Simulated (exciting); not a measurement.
# Core excitons at the Mg K edge of MgO (Periclase)

Aim: the Mg K absorption edge of MgO (Periclase) with the electron–hole interaction treated explicitly, and what each term of the kernel does. The measurement to meet: ambient pressure NEXAFS, total electron yield on MgO powder, quoted in Caught while Dissolving: Revealing the Interfacial Solvation of the Mg2+ Ions on the MgO Surface (pmc:9412945, 2022), with first transition at 1303 eV, second feature at 1308 eV, third feature at 1310.7 eV and broad shoulder at 1320.6 eV.

Main program and level: exciting sodium; X-ray absorption, core-level Bethe-Salpeter equation, exchange and statically screened direct term, Tamm-Dancoff, all-electron LAPW+lo PBEsol.

This is a report of a sequence of runs, with most program output left out.

The database entry behind the starting cell differs from later determinations by our own check (about 0.1 % long), so it need not match the best structure at ambient conditions.

## 1. Starting point

It takes space group Fm-3m (No. 225, cubic). Conventional cell: a = 4.217 Å, b = 4.217 Å, c = 4.217 Å, α = 90.00°, β = 90.00°, γ = 90.00°. Mg has 6 O at 2.11 Å nearest. O has 6 Mg at 2.11 Å nearest. Farther neighbours and most contacts between anions are not listed.

Structure file:

```
Mg O
1.0
     0.00000    2.10850    2.10850
     2.10850    0.00000    2.10850
     2.10850    2.10850    0.00000
Mg O
1 1
Direct
  0.00000 0.00000 0.00000
  0.50000 0.50000 0.50000
```

Differences between curves are given as r.m.s. difference over r.m.s. height.

## 2. The self-consistent potential

The species files are the program's own, with muffin-tin radii set in the input.

Input file input.xml:

```
<input>
  <title>MgO</title>
  <structure speciespath="." autormt="false" epslat="1.0e-5">
    <crystal>
      <basevect>0.0000000000 3.9844875330 3.9844875330</basevect>
      <basevect>3.9844875330 0.0000000000 3.9844875330</basevect>
      <basevect>3.9844875330 3.9844875330 0.0000000000</basevect>
    </crystal>
    <species speciesfile="Mg.xml" rmt="2.240">
      <atom coord="0.0000000000 0.0000000000 0.0000000000"/>
    </species>
    <species speciesfile="O.xml" rmt="1.625">
      <atom coord="0.5000000000 0.5000000000 0.5000000000"/>
    </species>
  </structure>
  <groundstate do="fromscratch" xctype="GGA_PBE_SOL" ngridk="6 6 6" rgkmax="7" gmaxvr="14" nempty="8" swidth="0.001" maxscl="100" epsengy="1e-5"/>
</input>
```

Run with:

```bash
$ OMP_NUM_THREADS=1 mpirun -n 4 exciting
```

Run time: 12 s. Hardware: 4 MPI ranks of Arm Neoverse V1, shared host.

The warnings file holds hints only, no warning.

The mesh shows a gap of 4.63 eV. Core levels (Dirac, from the valence top):

```tsv
atom	level	energy (eV)
Mg	1s1/2	-1248.7
O	1s1/2	-501.5
```

## 3. A richer basis for the empty states

Each species file gets more local orbitals, built from u and its energy derivative at 0.15 Ha and u at 0.9 Ha.

input.xml is that of step 2.

Input file SPECIES.xml, added lines:

```
<lo l="L">  <!-- L = 0, 1, 2 -->
  <wf matchingOrder="0" trialEnergy="0.1500" searchE="false"/>
  <wf matchingOrder="1" trialEnergy="0.1500" searchE="false"/>
  <wf matchingOrder="0" trialEnergy="0.9000" searchE="false"/>
</lo>
```

Run with:

```bash
$ OMP_NUM_THREADS=1 mpirun -n 4 exciting
```

Elapsed: 12 s, on 4 MPI ranks.

Against the first ground state the total energy moves by -10 meV an atom and the gap by -0.01 eV.

## 4. Screening, kernels and BSE for Mg atom 1

The absorber has 6 O at 2.11 Å (octahedral, site symmetry m-3m).

Edit input.xml of step 3 so:

```diff
@@ -15,3 +15,20 @@
   </structure>
-  <groundstate do="fromscratch" xctype="GGA_PBE_SOL" ngridk="6 6 6" rgkmax="7" gmaxvr="14" nempty="8" swidth="0.001" maxscl="100" epsengy="1e-5"/>
+  <groundstate do="skip" xctype="GGA_PBE_SOL" ngridk="6 6 6" rgkmax="7" gmaxvr="14" nempty="8" swidth="0.001" maxscl="100" epsengy="1e-5"/>
+  <xs xstype="BSE" ngridk="6 6 6" ngridq="6 6 6" vkloff="0.097 0.273 0.493" rgkmax="7" nempty="14" gqmax="3" lmaxapwwf="5" lmaxemat="2" broad="0.01654" tevout="true">
+    <energywindow intv="45.619 47.236" points="440"/>
+    <screening screentype="full" nempty="28"/>
+    <BSE xas="true" xasspecies="1" xasatom="1" xasedge="K" bsetype="singlet" nstlxas="1 10"/>
+    <qpointset>
+      <qpoint>0 0 0</qpoint>
+    </qpointset>
+    <plan>
+      <doonly task="xsgeneigvec"/>
+      <doonly task="writepmatxs"/>
+      <doonly task="scrgeneigvec"/>
+      <doonly task="scrwritepmat"/>
+      <doonly task="screen"/>
+      <doonly task="scrcoulint"/>
+      <doonly task="exccoulint"/>
+    </plan>
+  </xs>
 </input>
```

Input file input.xml for the last start (plan only):

```
  <plan>
    <doonly task="bse"/>
  </plan>
```

Run with:

```bash
$ OMP_NUM_THREADS=1 mpirun -n 4 exciting
$ OMP_NUM_THREADS=4 exciting
```

The job ended after 8.8 min (4 MPI ranks).

Wall time by task: xsgeneigvec 3.1 s, writepmatxs 6.8 s, scrgeneigvec 2.9 s, scrwritepmat 1.7 s, screen 65 s, scrcoulint 4.5 min, exccoulint 2.3 min, bse 40 s.

The Mg K spectrum of Mg atom 1 (energy from the Kohn–Sham onset, core level to the lowest empty state found on the meshes used, 1253.35 eV; the ground-state mesh sets it, and the shifted mesh has its lowest transition 0.36 eV above it; Im ε scaled to the maximum of the singlet run; cut below the end of the band set):

```tsv
E (eV)	Im ε
-3.0	0.02
-2.5	0.03
-2.0	0.04
-1.5	0.05
-1.0	0.06
-0.5	0.10
0.0	0.17
0.5	0.32
1.0	0.63
1.5	0.97
2.0	0.88
2.5	0.59
3.0	0.51
3.5	0.53
4.0	0.50
4.5	0.44
5.0	0.47
5.5	0.62
6.0	0.76
6.5	0.87
7.0	0.89
7.5	0.84
8.0	0.85
8.5	0.90
9.0	0.97
9.5	0.95
10.0	0.79
10.5	0.52
11.0	0.36
11.5	0.28
12.0	0.23
12.5	0.21
13.0	0.21
13.5	0.19
14.0	0.17
14.5	0.16
15.0	0.16
15.5	0.18
16.0	0.20
16.5	0.23
17.0	0.25
```

Maxima (height): 1.7 eV (1.00), 3.5 eV (0.53), 6.8 eV (0.93) and 9.2 eV (0.99).

The Hamiltonian has 4320 rows. The lowest groups of eigenvalues and the brightest ones, on the scale above (the program counts from the shifted mesh's onset, 0.36 eV higher). Core spinors bring spin-forbidden partners, so dark means forbidden by spin or by symmetry, and the shifted mesh splits states that symmetry would keep together:

```tsv
energy (eV)	states within 10 meV	relative strength
-0.751	2	3.6e-4
-0.107	2	0.027
0.208	2	0.050
0.387	2	0.081
0.518	2	0.076
0.721	2	0.13
1.178	2	0.58
1.458	4	0.68
1.617	2	1.00
1.746	2	0.49
1.802	2	0.61
8.429	2	0.41
10.026	2	0.42
```

## 5. Independent particles

Edit input.xml of step 4 so:

```diff
@@ -19,3 +19,3 @@
     <screening screentype="full" nempty="28"/>
-    <BSE xas="true" xasspecies="1" xasatom="1" xasedge="K" bsetype="singlet" nstlxas="1 10"/>
+    <BSE xas="true" xasspecies="1" xasatom="1" xasedge="K" bsetype="IP" nstlxas="1 10"/>
     <qpointset>
@@ -24,9 +24,3 @@
     <plan>
-      <doonly task="xsgeneigvec"/>
-      <doonly task="writepmatxs"/>
-      <doonly task="scrgeneigvec"/>
-      <doonly task="scrwritepmat"/>
-      <doonly task="screen"/>
-      <doonly task="scrcoulint"/>
-      <doonly task="exccoulint"/>
+      <doonly task="bse"/>
     </plan>
```

Run with:

```bash
$ OMP_NUM_THREADS=4 exciting
```

Elapsed: 1.5 s, on 4 threads.

Maxima (height): 5.1 eV (0.26) and 12.3 eV (1.36). Against the singlet run the r.m.s. difference is 92 %. Moving the earlier curve by +5.0 eV leaves 44 %. The highest maximum lies at 12.3 eV (1.36), against 1.7 eV (1.00).

## 6. Exchange alone

Edit input.xml of step 5 so:

```diff
@@ -19,3 +19,3 @@
     <screening screentype="full" nempty="28"/>
-    <BSE xas="true" xasspecies="1" xasatom="1" xasedge="K" bsetype="IP" nstlxas="1 10"/>
+    <BSE xas="true" xasspecies="1" xasatom="1" xasedge="K" bsetype="RPA" nstlxas="1 10"/>
     <qpointset>
```

Run with:

```bash
$ OMP_NUM_THREADS=4 exciting
```

Run time: 40 s. Hardware: 4 threads.

Maxima (height): 5.1 eV (0.26) and 12.4 eV (1.35). The spectrum is that of the independent-particle run within 1 %.

## 7. Direct term alone

Edit input.xml of step 6 so:

```diff
@@ -19,3 +19,3 @@
     <screening screentype="full" nempty="28"/>
-    <BSE xas="true" xasspecies="1" xasatom="1" xasedge="K" bsetype="RPA" nstlxas="1 10"/>
+    <BSE xas="true" xasspecies="1" xasatom="1" xasedge="K" bsetype="triplet" nstlxas="1 10"/>
     <qpointset>
```

Run with:

```bash
$ OMP_NUM_THREADS=4 exciting
```

It took 39 s on 4 threads.

Maxima (height): 1.7 eV (1.01), 3.5 eV (0.53), 6.8 eV (0.93) and 9.2 eV (0.98). The spectrum is that of the singlet run within 1 %.

## 8. Local-field cutoff

Changed against the first singlet run: cutoff of the kernels (bohr⁻¹) from 3 to 2.

Edit input.xml of step 7 so:

```diff
@@ -16,6 +16,6 @@
   <groundstate do="skip" xctype="GGA_PBE_SOL" ngridk="6 6 6" rgkmax="7" gmaxvr="14" nempty="8" swidth="0.001" maxscl="100" epsengy="1e-5"/>
-  <xs xstype="BSE" ngridk="6 6 6" ngridq="6 6 6" vkloff="0.097 0.273 0.493" rgkmax="7" nempty="14" gqmax="3" lmaxapwwf="5" lmaxemat="2" broad="0.01654" tevout="true">
+  <xs xstype="BSE" ngridk="6 6 6" ngridq="6 6 6" vkloff="0.097 0.273 0.493" rgkmax="7" nempty="14" gqmax="2" lmaxapwwf="5" lmaxemat="2" broad="0.01654" tevout="true">
     <energywindow intv="45.619 47.236" points="440"/>
     <screening screentype="full" nempty="28"/>
-    <BSE xas="true" xasspecies="1" xasatom="1" xasedge="K" bsetype="triplet" nstlxas="1 10"/>
+    <BSE xas="true" xasspecies="1" xasatom="1" xasedge="K" bsetype="singlet" nstlxas="1 10"/>
     <qpointset>
@@ -24,3 +24,6 @@
     <plan>
-      <doonly task="bse"/>
+      <doonly task="xsgeneigvec"/>
+      <doonly task="screen"/>
+      <doonly task="scrcoulint"/>
+      <doonly task="exccoulint"/>
     </plan>
```

Input file input.xml for the last start (plan only):

```
  <plan>
    <doonly task="bse"/>
  </plan>
```

Run with:

```bash
$ OMP_NUM_THREADS=1 mpirun -n 4 exciting
$ OMP_NUM_THREADS=4 exciting
```

It took 3.5 min on 4 MPI ranks.

Wall time by task: xsgeneigvec 3.6 s, screen 24 s, scrcoulint 1.8 min, exccoulint 35 s, bse 40 s.

These settings are cheaper. Against the singlet run the r.m.s. difference is 9 %. The kernels miss the short-range part of the Coulomb interaction, its components above their cutoff.

```tsv
E (eV)	first run	this run
-3.0	0.02	0.03
-2.0	0.04	0.04
-1.0	0.06	0.07
0.0	0.17	0.17
1.0	0.63	0.61
2.0	0.88	0.94
3.0	0.51	0.56
4.0	0.50	0.56
5.0	0.47	0.53
6.0	0.76	0.88
7.0	0.89	0.93
8.0	0.85	0.85
9.0	0.97	0.93
10.0	0.79	0.68
11.0	0.36	0.31
12.0	0.23	0.21
13.0	0.21	0.19
14.0	0.17	0.16
15.0	0.16	0.15
16.0	0.20	0.19
17.0	0.25	0.24
```

## 9. Coarser mesh

Changed against the first singlet run: k mesh from 6×6×6 to 4×4×4.

Edit input.xml of step 8 so:

```diff
@@ -16,3 +16,3 @@
   <groundstate do="skip" xctype="GGA_PBE_SOL" ngridk="6 6 6" rgkmax="7" gmaxvr="14" nempty="8" swidth="0.001" maxscl="100" epsengy="1e-5"/>
-  <xs xstype="BSE" ngridk="6 6 6" ngridq="6 6 6" vkloff="0.097 0.273 0.493" rgkmax="7" nempty="14" gqmax="2" lmaxapwwf="5" lmaxemat="2" broad="0.01654" tevout="true">
+  <xs xstype="BSE" ngridk="4 4 4" ngridq="4 4 4" vkloff="0.097 0.273 0.493" rgkmax="7" nempty="14" gqmax="3" lmaxapwwf="5" lmaxemat="2" broad="0.01654" tevout="true">
     <energywindow intv="45.619 47.236" points="440"/>
@@ -25,2 +25,5 @@
       <doonly task="xsgeneigvec"/>
+      <doonly task="writepmatxs"/>
+      <doonly task="scrgeneigvec"/>
+      <doonly task="scrwritepmat"/>
       <doonly task="screen"/>
```

Input file input.xml for the last start (plan only):

```
  <plan>
    <doonly task="bse"/>
  </plan>
```

The job ended after 87 s (4 MPI ranks).

These settings are cheaper. The spectrum differs from the singlet run by 5 % r.m.s. The highest maximum lies at 9.5 eV (1.05), against 1.7 eV (1.00). The first bright state moves from 0.21 to 0.17 eV. The lowest bare transition of this run lies at 0.74 eV, against 0.36. A coarse mesh samples few band energies, and it inflates the long-range part of the attraction.

```tsv
E (eV)	first run	this run
-3.0	0.02	0.02
-2.0	0.04	0.04
-1.0	0.06	0.06
0.0	0.17	0.16
1.0	0.63	0.56
2.0	0.88	0.89
3.0	0.51	0.51
4.0	0.50	0.51
5.0	0.47	0.47
6.0	0.76	0.74
7.0	0.89	0.86
8.0	0.85	0.90
9.0	0.97	0.89
10.0	0.79	0.80
11.0	0.36	0.36
12.0	0.23	0.24
13.0	0.21	0.22
14.0	0.17	0.18
15.0	0.16	0.16
16.0	0.20	0.19
17.0	0.25	0.25
```

## 10. From independent particles to the full kernel

```tsv
level	curve passes 0.15 (eV)	highest maximum (eV)	its height
IP	3.1	12.3	1.36
RPA	3.1	12.4	1.35
direct only	-0.1	1.7	1.01
singlet	-0.1	1.7	1.00
```

```tsv
E (eV)	IP	RPA	direct only	singlet
-3.0	0.01	0.01	0.02	0.02
-2.0	0.01	0.01	0.04	0.04
-1.0	0.01	0.01	0.07	0.06
0.0	0.02	0.02	0.17	0.17
1.0	0.03	0.03	0.64	0.63
2.0	0.05	0.05	0.88	0.88
3.0	0.14	0.14	0.51	0.51
4.0	0.22	0.22	0.50	0.50
5.0	0.26	0.26	0.47	0.47
6.0	0.19	0.19	0.77	0.76
7.0	0.23	0.23	0.89	0.89
8.0	0.33	0.33	0.85	0.85
9.0	0.36	0.35	0.97	0.97
10.0	0.40	0.40	0.78	0.79
11.0	0.58	0.58	0.36	0.36
12.0	1.23	1.22	0.23	0.23
13.0	1.02	1.02	0.21	0.21
14.0	0.74	0.75	0.17	0.17
15.0	0.49	0.49	0.16	0.16
16.0	0.33	0.33	0.20	0.20
17.0	0.30	0.30	0.25	0.25
```

## 11. Against the measurement

The computed energies are raised by 47.9 eV, which puts the computed line on the measured first transition. Features beyond the range of the band set are left out. Each other feature is matched to a computed maximum within 0.8 eV or a fifth of its distance from that line, whichever is more; this matching is ours and leans towards agreement, and the line to align on was chosen with computed spectra in view. The paper's table may not list every feature of the spectrum.

```tsv
feature	measured (eV)	BSE (eV)	its height	difference (eV)
first transition	1303	1303.0	1.00	set
second feature	1308	1308.1	0.93	0.1
third feature	1310.7	1310.5	0.99	-0.2
```

## 12. Outcome

```json
{
  "absorber and edge": "Mg K, atom 1",
  "surroundings": "6 O at 2.11 Å (octahedral, site symmetry m-3m)",
  "first bright state": "0.21 eV from the Kohn–Sham onset, on this mesh",
  "highest maximum": "1.7 eV",
  "cost of the BSE run": "8.8 min on 4 MPI ranks of Arm Neoverse V1, shared host; the last task ran on as many threads"
}
```

Against pmc:9412945, the separations are off by 0.1 and -0.2 eV. The paper calls the second and third features unresolved, and takes its values from a resolved component compared with earlier work. Is a core exciton bound? Undecided on this mesh: the first bright state (over 5 % of the brightest) lies at 0.21 eV from the Kohn–Sham onset and at -0.15 eV from the lowest bare transition of its own mesh; weaker or dark states reach down to -0.75 eV. Exchange alone changes the independent-particle spectrum by 0.6 % r.m.s. Leaving exchange out of the full kernel changes the spectrum by 0.6 % r.m.s. Binding energies aren't converged on 216 k points. The kernel cutoff is low for a compact core orbital, so the effect of exchange is a lower bound. The zero comes from the unshifted 6×6×6 ground-state mesh; it is exact only where the band minimum lies on that mesh. The Kohn–Sham onset, 1253 eV, is no photon energy (tabulated edge of the element: 1303 eV): the scale needs a rigid shift. Bands and screening come from semilocal DFT, whose small gap overscreens. Vibrations and energy-dependent lifetimes are left out. The structure is a published determination, not relaxed.

[Logs are printed without paths, hosts, clocks, repeated set-up lines and the standing remarks that a program may print on its own settings, such as how far it seeks lower states.]

[Hosts, paths, dates, database ids (printed as entryN), source tags and the programs' standing remarks are cut or masked in the printed files.]
